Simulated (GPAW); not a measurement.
# A Sn chain with a Cu atom bridging one bond: relaxation, then transmission at several levels

How well does a Sn chain with a Cu atom bridging one bond conduct once its atoms have relaxed, and how much do cheaper levels lose?

Method: GPAW LCAO, PAW setups; relaxation of the junction within the symmetry of its start, lead ends held, in the first sound run; inputs show where later runs differ, in GPAW 26.7.0.

**1. The structure**

The cell holds 13 atoms: 12 Sn and 1 Cu. Its edges and angles: a = 9.000 Å, b = 9.000 Å, c = 33.200 Å, α = 90.0°, β = 90.0°, γ = 90.0°. Regions: left lead, 6 atoms (6 Sn); channel, 1 atom (1 Cu); right lead, 6 atoms (6 Sn). Vacuum lies along a and b. The structure is stacked along c, and the current runs across the ab planes.

**2. Relaxing the atoms**

Transmission follows bond lengths closely, so the atoms between the held lead ends are relaxed first, within whatever symmetry the start has.

The input, run.py:

```python
import json
from ase import Atoms
from ase.constraints import FixAtoms
from ase.optimize import BFGS
from gpaw import GPAW, FermiDirac

device = Atoms(
    ['Sn', 'Sn', 'Sn', 'Sn', 'Sn', 'Sn', 'Cu', 'Sn', 'Sn', 'Sn', 'Sn', 'Sn', 'Sn'],
    positions=[
        [4.50000, 4.50000, 1.37500],
        [4.50000, 4.50000, 4.12500],
        [4.50000, 4.50000, 6.87500],
        [4.50000, 4.50000, 9.62500],
        [4.50000, 4.50000, 12.37500],
        [4.50000, 4.50000, 15.12500],
        [6.54273, 4.50000, 16.60000],
        [4.50000, 4.50000, 18.07500],
        [4.50000, 4.50000, 20.82500],
        [4.50000, 4.50000, 23.57500],
        [4.50000, 4.50000, 26.32500],
        [4.50000, 4.50000, 29.07500],
        [4.50000, 4.50000, 31.82500]],
    cell=[[9.0, 0.0, 0.0], [0.0, 9.0, 0.0], [0.0, 0.0, 33.2]],
    pbc=True)

device.set_constraint(FixAtoms([0, 1, 2, 3, 4, 8, 9, 10, 11, 12]))
device.calc = GPAW(mode='lcao', basis='dzp', xc='PBE', h=0.18,
                   kpts={'size': (1, 1, 3), 'gamma': True},
                   symmetry={'tolerance': 1e-3, 'extra_ids': [1, 1, 1, 1, 1, 0, 0, 0, 1, 1, 1, 1, 1]},
                   occupations=FermiDirac(0.1), maxiter=250,
                   mixer=dict(beta=0.1, nmaxold=8, weight=100.0),
                   convergence=dict(density=0.0001), txt='relax.txt')
path = []
opt = BFGS(device, maxstep=0.15)
opt.attach(lambda: path.append((device.get_potential_energy(), device.positions.tolist(), device.get_forces().tolist())))
relaxed = bool(opt.run(fmax=0.05, steps=50))
json.dump(dict(relaxed=relaxed, path=path, positions=device.positions.tolist(), moments=device.get_magnetic_moments().tolist(),
               forces=device.get_forces(apply_constraint=False).tolist()), open('result.json', 'w'))
```

On the command line:

```sh
OMP_NUM_THREADS=1 OPENBLAS_NUM_THREADS=1 python run.py
```

What it wrote:

```text
Step          Energy          fmax
BFGS:    0      -29.815178        0.434925
BFGS:    1      -29.821385        0.425932
BFGS:    2      -29.777563        0.981833
BFGS:    3      -29.852594        0.099667
BFGS:    4      -29.854055        0.059441
BFGS:    5      -29.854320        0.062726
BFGS:    6      -29.854033        0.060197
BFGS:    7      -29.854278        0.086617
BFGS:    8      -29.853996        0.183833
BFGS:    9      -29.854889        0.115565
BFGS:   10      -29.855098        0.097381
BFGS:   11      -29.855011        0.085679
BFGS:   12      -29.855504        0.098506
BFGS:   13      -29.656045        1.160528
BFGS:   14      -29.855840        0.118870
BFGS:   15      -29.856409        0.060805
BFGS:   16      -29.856934        0.046372
```

Run time: 8.5 min. Hardware: 1 thread of Arm Neoverse V1, shared host; peak memory 1.5 GiB.

Step by step:

| step | energy less that of the first step (eV) | largest force (eV/Å) |
| --- | --- | --- |
| 1 | 0.0000 | 0.4349 |
| 2 | -0.0063 | 0.4259 |
| 3 | 0.0350 | 0.9818 |
| 4 | -0.0383 | 0.0997 |
| 5 | -0.0399 | 0.0594 |
| 6 | -0.0403 | 0.0627 |
| 7 | -0.0401 | 0.0602 |
| 8 | -0.0403 | 0.0866 |
| 9 | -0.0399 | 0.1838 |
| 10 | -0.0409 | 0.1156 |
| 11 | -0.0411 | 0.0974 |
| 12 | -0.0410 | 0.0857 |
| 13 | -0.0415 | 0.0985 |
| 14 | 0.1590 | 1.1605 |
| 15 | -0.0417 | 0.1189 |
| 16 | -0.0423 | 0.0608 |
| 17 | -0.0428 | 0.0464 |

The atoms that moved most (Å):

```
atom      dx     dy      dz  length
 Sn6  -0.059  0.000   0.060   0.084
 Sn8  -0.059  0.000  -0.060   0.084
 Cu7   0.026  0.000   0.000   0.026
```

The relaxed structure:

```cif
data_structure
_symmetry_space_group_name_H-M 'P 1'
_symmetry_Int_Tables_number 1
_cell_length_a 9.0000
_cell_length_b 9.0000
_cell_length_c 33.2000
_cell_angle_alpha 90.000
_cell_angle_beta 90.000
_cell_angle_gamma 90.000
_cell_volume 2689.20
loop_
_atom_site_label
_atom_site_type_symbol
_atom_site_fract_x
_atom_site_fract_y
_atom_site_fract_z
_atom_site_occupancy
Sn1 Sn 0.50000 0.50000 0.04142 1
Sn2 Sn 0.50000 0.50000 0.12425 1
Sn3 Sn 0.50000 0.50000 0.20708 1
Sn4 Sn 0.50000 0.50000 0.28991 1
Sn5 Sn 0.50000 0.50000 0.37274 1
Sn6 Sn 0.49339 0.50000 0.45737 1
Cu7 Cu 0.72990 0.50000 0.50000 1
Sn8 Sn 0.49339 0.50000 0.54263 1
Sn9 Sn 0.50000 0.50000 0.62726 1
Sn10 Sn 0.50000 0.50000 0.71009 1
Sn11 Sn 0.50000 0.50000 0.79292 1
Sn12 Sn 0.50000 0.50000 0.87575 1
Sn13 Sn 0.50000 0.50000 0.95858 1
```

The relaxation lowered the energy of the cell by 0.0428 eV (energies extrapolated to zero smearing; the optimiser's log prints free energies). The largest force left on a free atom is 0.046 eV/Å.

**3. GPAW, dzp**

The script solves lead and junction separately, takes H and S in the orbital basis, and joins semi-infinite leads through their self-energies; the dzp basis is the working standard.

This step: GPAW LCAO, PAW setups; Landauer transmission from Green's functions with principal layers (ASE), zero bias (GPAW 26.7.0).

The input, run.py:

```python
import json
import numpy as np
from ase import Atoms
from ase.transport.calculators import TransportCalculator
from gpaw import GPAW, FermiDirac
from gpaw.lcao.tools import get_lcao_hamiltonian
from scipy.linalg import eigh

# The junction with lead layers at both ends, along the third cell vector
device = Atoms(
    ['Sn', 'Sn', 'Sn', 'Sn', 'Sn', 'Sn', 'Cu', 'Sn', 'Sn', 'Sn', 'Sn', 'Sn', 'Sn'],
    positions=[
        [4.50000, 4.50000, 1.37500],
        [4.50000, 4.50000, 4.12500],
        [4.50000, 4.50000, 6.87500],
        [4.50000, 4.50000, 9.62500],
        [4.50000, 4.50000, 12.37500],
        [4.44051, 4.50000, 15.18467],
        [6.56913, 4.50000, 16.60000],
        [4.44051, 4.50000, 18.01533],
        [4.50000, 4.50000, 20.82500],
        [4.50000, 4.50000, 23.57500],
        [4.50000, 4.50000, 26.32500],
        [4.50000, 4.50000, 29.07500],
        [4.50000, 4.50000, 31.82500]],
    cell=[[9.0, 0.0, 0.0], [0.0, 9.0, 0.0], [0.0, 0.0, 33.2]],
    pbc=True)

# One principal layer of the lead: the first 3 atoms of the device
lead = Atoms(
    ['Sn', 'Sn', 'Sn'],
    positions=[
        [4.50000, 4.50000, 1.37500],
        [4.50000, 4.50000, 4.12500],
        [4.50000, 4.50000, 6.87500]],
    cell=[[9.0, 0.0, 0.0], [0.0, 9.0, 0.0], [0.0, 0.0, 8.25]],
    pbc=True)

settings = dict(mode='lcao', basis='dzp', xc='PBE', h=0.2,
                occupations=FermiDirac(0.1), maxiter=250,
                mixer=dict(beta=0.1, nmaxold=8, weight=100.0),
                convergence=dict(density=0.0001))
energies = np.arange(-2, 2 + 1e-9, 0.025)
eta = 0.0001
n1, n2 = 1, 1
# k and -k transmit alike, so half of the mesh across the current serves
mesh = [(i, j) for i in range(n1) for j in range(n2) if (i, j) <= (-i % n1, -j % n2)]
weights = np.array([1 if (i, j) == (-i % n1, -j % n2) else 2 for i, j in mesh]) / (n1 * n2)

# [... helper functions left out ...]
fermi_lead = ground_state(lead, (1, 1, 14), 'lead.txt')
fermi_device = ground_state(device, (1, 1, 3), 'device.txt')
# [... loop over the mesh left out, but for ...]
        # Shift the lead onto the potential of the device's first layer
        shift = ((H[:, 0, 0] - H0[:, 0, 0]) / S0[0, 0]).real.mean()
# [...]
kT = 8.617333e-5 * 300
bias = [0.1, 0.2, 0.5, 1.0, 1.5, 2.0]
# [... integrals and printing left out ...]
```

What it wrote:

```text
basis functions: device 291, principal layer 69
Fermi level: lead -2.9469 eV, device -2.8104 eV; lead shifted by 0.0205 eV
largest coupling past the next layer 3.84e-07 eV, largest misfit of the first layer 0.028 eV
  E-E_F (eV)   T (one spin)  [channel counts left out]
    -2.000    7.9432e-01
    -1.975    8.6980e-01
    -1.950    9.2562e-01
    -1.925    9.6467e-01
    -1.900    9.8892e-01
    -1.875    9.9838e-01
    -1.850    9.8950e-01
    -1.825    9.5157e-01
    -1.800    8.5875e-01
    -1.775    6.5818e-01
    -1.750    3.0659e-01
    -1.725    1.3613e-02
    -1.700    9.9271e-02
    -1.675    3.4248e-01
    -1.650    5.3510e-01
    -1.625    6.6148e-01
[...]
1.825    1.9961e+00
     1.850    2.0068e+00
     1.875    2.0284e+00
     1.900    2.0567e+00
     1.925    2.0880e+00
     1.950    2.1198e+00
     1.975    2.1502e+00
     2.000    2.1782e+00
conductance at 300 K: 2.6922 G0 a cell; thermopower -0.9652 uV/K
current from the zero-bias T(E) at 0.1 V: 20.854 uA
current from the zero-bias T(E) at 0.2 V: 41.674 uA
current from the zero-bias T(E) at 0.5 V: 103.65 uA
current from the zero-bias T(E) at 1.0 V: 204.22 uA
current from the zero-bias T(E) at 1.5 V: 299.86 uA
current from the zero-bias T(E) at 2.0 V: 377.36 uA
```

It took 60 s on 1 thread; peak memory 1.1 GiB.

This step gave:

```
conductance                                    : 2.692 G₀
largest coupling past the next principal layer : 3.84e-7 eV
largest misfit of the first principal layer    : 0.02822 eV
shift that aligns the lead                     : 0.02054 eV
basis functions of the junction                : 291
basis functions of a principal layer           : 69
transmission at the Fermi level (one spin)     : 2.694
```

One spin. The transmission, zone mean by energy, zero at the Fermi level:

energy (eV), transmission, zone mean and a bar:
```
   -2.000       0.79 #######
   -1.900       0.99 ##########
   -1.875       1.00 ##########
   -1.800       0.86 ########
   -1.700       0.10 
   -1.600       0.74 #######
   -1.500       0.89 ########
   -1.400       0.94 #########
   -1.300       0.96 #########
   -1.200       0.97 #########
   -1.100       0.98 #########
   -1.000       0.98 #########
   -0.900       0.99 ##########
   -0.800       0.99 ##########
   -0.700       2.09 #####################
   -0.600       2.22 #######################
   -0.500       2.33 ########################
   -0.400       2.43 #########################
   -0.300       2.51 ##########################
   -0.200       2.59 ###########################
   -0.100       2.65 ###########################
    0.000       2.69 ############################
    0.100       2.72 ############################
    0.200       2.73 ############################
    0.300       2.74 ############################
    0.400       2.75 ############################
    0.500       2.76 ############################
    0.600       2.77 #############################
    0.700       2.79 #############################
    0.800       2.82 #############################
    0.900       2.85 ##############################
    1.000       2.87 ##############################
    1.100       2.89 ##############################
    1.175       2.90 ##############################
    1.200       2.90 ##############################
    1.300       2.88 ##############################
    1.400       2.84 #############################
    1.500       2.74 ############################
    1.600       2.54 ##########################
    1.700       2.21 #######################
    1.800       2.00 ####################
    1.900       2.06 #####################
    2.000       2.18 ######################
```

Not self-consistent under bias; the bias window is split evenly. Table of current through one cell, from the zero-bias transmission by bias:

```
bias (V)  current through one cell, from the zero-bias transmission (μA)
   0.100                                                            20.9
   0.200                                                            41.7
   0.500                                                             104
   1.000                                                             204
   1.500                                                             300
   2.000                                                             377
```

The transmission of the three most open eigenchannels by energy, zero at the Fermi level:

| energy (eV) | channel 1 | channel 2 | channel 3 |
| --- | --- | --- | --- |
| -2.000 | 0.794 | 0 | 0 |
| -1.900 | 0.989 | 0 | 0 |
| -1.800 | 0.859 | 0 | 0 |
| -1.700 | 0.0993 | 0 | 0 |
| -1.600 | 0.744 | 0 | 0 |
| -1.500 | 0.889 | 0 | 0 |
| -1.400 | 0.937 | 0 | 0 |
| -1.300 | 0.960 | 0 | 0 |
| -1.200 | 0.972 | 0 | 0 |
| -1.100 | 0.979 | 0 | 0 |
| -1.000 | 0.984 | 0 | 0 |
| -0.900 | 0.987 | 3.8e-12 | 1.8e-12 |
| -0.800 | 0.990 | 4.2e-7 | 1.7e-8 |
| -0.700 | 0.990 | 0.965 | 0.131 |
| -0.600 | 0.995 | 0.991 | 0.236 |
| -0.500 | 0.996 | 0.992 | 0.342 |
| -0.400 | 0.996 | 0.993 | 0.439 |
| -0.300 | 0.995 | 0.994 | 0.524 |
| -0.200 | 0.996 | 0.995 | 0.598 |
| -0.100 | 0.996 | 0.996 | 0.658 |
| 0.000 | 0.997 | 0.997 | 0.701 |
| 0.100 | 0.997 | 0.997 | 0.727 |
| 0.200 | 0.998 | 0.997 | 0.740 |
| 0.300 | 0.998 | 0.996 | 0.747 |
| 0.400 | 0.998 | 0.993 | 0.755 |
| 0.500 | 0.999 | 0.989 | 0.767 |
| 0.600 | 0.999 | 0.986 | 0.787 |
| 0.700 | 0.999 | 0.983 | 0.812 |
| 0.800 | 0.999 | 0.982 | 0.840 |
| 0.900 | 0.999 | 0.984 | 0.867 |
| 1.000 | 0.999 | 0.987 | 0.889 |
| 1.100 | 0.999 | 0.990 | 0.901 |
| 1.200 | 0.999 | 0.994 | 0.902 |
| 1.300 | 0.999 | 0.996 | 0.887 |
| 1.400 | 0.999 | 0.998 | 0.845 |
| 1.500 | 0.999 | 0.999 | 0.747 |
| 1.600 | 0.999 | 0.999 | 0.541 |
| 1.700 | 0.999 | 0.998 | 0.214 |
| 1.800 | 0.999 | 0.997 | 0.00494 |
| 1.900 | 0.999 | 0.994 | 0.0633 |
| 2.000 | 0.999 | 0.990 | 0.189 |

Couplings past the next layer reach 3.8e-7 eV, small enough to drop; the matrix elements of the cell's first layer differ from the bulk lead's by up to 0.028 eV. That layer keeps its own values in the calculation, and only beyond it is the lead taken as perfect. The Fermi levels of lead and junction count from different zeros of potential, one for each periodic cell; with both set to zero, the small remaining shift is what aligns them. By hand: G = 2.692 × 77.48 μS = 209 μS, a resistance of 4.79 kΩ; at 0.1 V a linear junction would pass 20.9 μA, and the integral over the bias window gives 20.9 μA.

**4. GPAW, szp: basis = "szp(dzp)"**

The second zeta is dropped, the polarisation orbitals stay.

run.py, as its differences from that of step 3:

```diff
@@ -38,3 +38,3 @@
 
-settings = dict(mode='lcao', basis='dzp', xc='PBE', h=0.2,
+settings = dict(mode='lcao', basis='szp(dzp)', xc='PBE', h=0.2,
                 occupations=FermiDirac(0.1), maxiter=250,
```

What it wrote:

```text
basis functions: device 177, principal layer 42
Fermi level: lead -3.2113 eV, device -3.0458 eV; lead shifted by 0.0198 eV
largest coupling past the next layer 3.63e-07 eV, largest misfit of the first layer 0.032 eV
  E-E_F (eV)   T (one spin)  [channel counts left out]
    -2.000    7.3055e-01
    -1.975    8.3460e-01
    -1.950    9.1077e-01
    -1.925    9.6180e-01
    -1.900    9.9058e-01
    -1.875    9.9806e-01
    -1.850    9.8146e-01
    -1.825    9.3153e-01
    -1.800    8.2821e-01
    -1.775    6.3827e-01
    -1.750    3.4418e-01
    -1.725    6.0427e-02
    -1.700    1.9844e-02
    -1.675    1.9547e-01
    -1.650    3.9912e-01
    -1.625    5.5581e-01
[...]
1.825    2.7068e+00
     1.850    2.6648e+00
     1.875    2.6167e+00
     1.900    2.5622e+00
     1.925    2.5016e+00
     1.950    2.4359e+00
     1.975    2.3666e+00
     2.000    2.2961e+00
conductance at 300 K: 2.6976 G0 a cell; thermopower -0.9292 uV/K
current from the zero-bias T(E) at 0.1 V: 20.896 uA
current from the zero-bias T(E) at 0.2 V: 41.757 uA
current from the zero-bias T(E) at 0.5 V: 103.84 uA
current from the zero-bias T(E) at 1.0 V: 204.47 uA
current from the zero-bias T(E) at 1.5 V: 299.56 uA
current from the zero-bias T(E) at 2.0 V: 375.8 uA
```

The job ended after 43 s (1 thread; peak memory 1.1 GiB).

Numbers from this step:

```yaml
conductance: 2.698 G₀
largest_coupling_past_the_next_principal_layer: 3.63e-7 eV
largest_misfit_of_the_first_principal_layer: 0.03229 eV
shift_that_aligns_the_lead: 0.01982 eV
basis_functions_of_the_junction: 177
basis_functions_of_a_principal_layer: 42
transmission_at_the_fermi_level_one_spin: 2.700
```

One spin. The transmission, zone mean by energy, zero at the Fermi level:

energy (eV), transmission, zone mean and a bar:
```
   -2.000       0.73 #######
   -1.900       0.99 ##########
   -1.875       1.00 ##########
   -1.800       0.83 ########
   -1.700       0.02 
   -1.600       0.67 #######
   -1.500       0.86 #########
   -1.400       0.93 #########
   -1.300       0.96 ##########
   -1.200       0.97 ##########
   -1.100       0.98 ##########
   -1.000       0.99 ##########
   -0.900       0.99 ##########
   -0.800       0.99 ##########
   -0.700       2.09 #####################
   -0.600       2.22 #######################
   -0.500       2.33 ########################
   -0.400       2.43 #########################
   -0.300       2.52 ##########################
   -0.200       2.60 ###########################
   -0.100       2.66 ###########################
    0.000       2.70 ############################
    0.100       2.73 ############################
    0.200       2.74 ############################
    0.300       2.74 ############################
    0.400       2.75 ############################
    0.500       2.75 ############################
    0.600       2.77 ############################
    0.700       2.79 #############################
    0.800       2.82 #############################
    0.900       2.85 #############################
    1.000       2.88 #############################
    1.100       2.90 ##############################
    1.200       2.92 ##############################
    1.300       2.93 ##############################
    1.350       2.93 ##############################
    1.400       2.93 ##############################
    1.500       2.92 ##############################
    1.600       2.89 ##############################
    1.700       2.84 #############################
    1.800       2.74 ############################
    1.900       2.56 ##########################
    2.000       2.30 #######################
```

Not self-consistent under bias; the bias window is split evenly. Table of current through one cell, from the zero-bias transmission by bias:

| bias (V) | current through one cell, from the zero-bias transmission (μA) |
| --- | --- |
| 0.100 | 20.9 |
| 0.200 | 41.8 |
| 0.500 | 104 |
| 1.000 | 204 |
| 1.500 | 300 |
| 2.000 | 376 |

Table of transmission of the three most open eigenchannels by energy, zero at the Fermi level:

```csv
energy (eV),channel 1,channel 2,channel 3
-2.000,0.731,0,0
-1.900,0.991,0,0
-1.800,0.828,0,0
-1.700,0.0198,0,0
-1.600,0.665,0,0
-1.500,0.864,0,0
-1.400,0.929,0,0
-1.300,0.957,0,0
-1.200,0.972,0,0
-1.100,0.980,0,0
-1.000,0.986,0,0
-0.900,0.989,1.2e-12,0
-0.800,0.992,1.0e-8,9.1e-10
-0.700,0.993,0.961,0.134
-0.600,0.994,0.994,0.232
-0.500,0.996,0.995,0.340
-0.400,0.996,0.995,0.440
-0.300,0.996,0.995,0.528
-0.200,0.997,0.995,0.603
-0.100,0.998,0.996,0.663
0.000,0.998,0.997,0.705
0.100,0.998,0.997,0.729
0.200,0.999,0.997,0.741
0.300,0.999,0.996,0.747
0.400,0.999,0.993,0.753
0.500,0.999,0.990,0.765
0.600,0.999,0.986,0.783
0.700,0.999,0.983,0.809
0.800,0.999,0.982,0.839
0.900,0.999,0.983,0.868
1.000,0.999,0.986,0.894
1.100,0.999,0.990,0.914
1.200,0.999,0.993,0.927
1.300,0.999,0.996,0.933
1.400,0.999,0.998,0.931
1.500,0.999,0.999,0.919
1.600,0.999,0.999,0.894
1.700,0.999,0.998,0.844
1.800,0.999,0.997,0.747
1.900,0.999,0.994,0.569
2.000,0.999,0.990,0.306
```

The conductance, 2.70 G₀, lies 0.2 % above that of the dzp run.

(Continued in part 2 of 2.)

[Logs are printed without paths, hosts, clocks, repeated set-up lines and the standing remarks that a program may print on its own settings, such as how far it seeks lower states.]

[Hosts, paths, dates, database ids (printed as entryN), source tags and the programs' standing remarks are cut or masked in the printed files.]
